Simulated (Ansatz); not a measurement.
Planning a run of Ansatz 0.2.0 on Te2Mo (P6_3/mmc). The input:

```yaml
crystal:
  lattice:
    - [3.5182, 0.0, 0.0]
    - [-1.7591, 3.0468505756, 0.0]
    - [0.0, 0.0, 13.9736]
  atoms:
    - { symbol: Te, position: [0.3333333333, 0.6666666667, 0.621] }
    - { symbol: Te, position: [0.6666666667, 0.3333333333, 0.121] }
    - { symbol: Te, position: [0.3333333333, 0.6666666667, 0.879] }
    - { symbol: Te, position: [0.6666666667, 0.3333333333, 0.379] }
    - { symbol: Mo, position: [0.3333333333, 0.6666666667, 0.25] }
    - { symbol: Mo, position: [0.6666666667, 0.3333333333, 0.75] }
kpoints:
  mp_grid: { grid: [6, 6, 2] }
hamiltonian:
  xc: pbe
scf:
  occupations: { method: fixed }
gw:
  n_empty_bands: 962
  ecut_chi: 200.0
  qp_bands: [v2, c2]
  qp_kpoints: band_edges
  screening: { model: godby_needs }
```

```sh
ansatz run input.yaml --threads 3 --pin off --max-ram 64512MiB --backend cuda --events-out ev --progress --plain --runs-dir out --devices 1 --max-vram 24GiB  # rebuilt from the run's record
```

Q: Estimate wall time and host memory on 1 × NVIDIA H100 80GB HBM3 (shared by 3 runs) with 3 threads of AMD EPYC 7R13 (Zen 3), shared host.

It took 2 min; on shared hardware allow 60 s to 4 min. Peak host memory was 8.4 GiB. The sizes that set the cost: 2909 plane waves a state, 14 irreducible k points, 1008 bands summed, 939 plane waves in the screening and 7 SCF cycles.

The screening grows as filled bands × empty bands × pairs of k points, times the square of the screening basis for the matrix.

[Paths, hosts, dates, memory and timing lines, banners, echoed tables and standing remarks are left out of the program output.]

[Logs are printed without paths, hosts, clocks, repeated set-up lines and the standing remarks that a program may print on its own settings, such as how far it seeks lower states.]

[Runs of the session that timed out or met a known fault of the program may be left out.]

[Cells called generated may have been cut or substituted from an entry of the Crystallography Open Database or the Materials Project.]

[Hosts, paths, dates, database ids (printed as entryN), source tags and the programs' standing remarks are cut or masked in the printed files.]
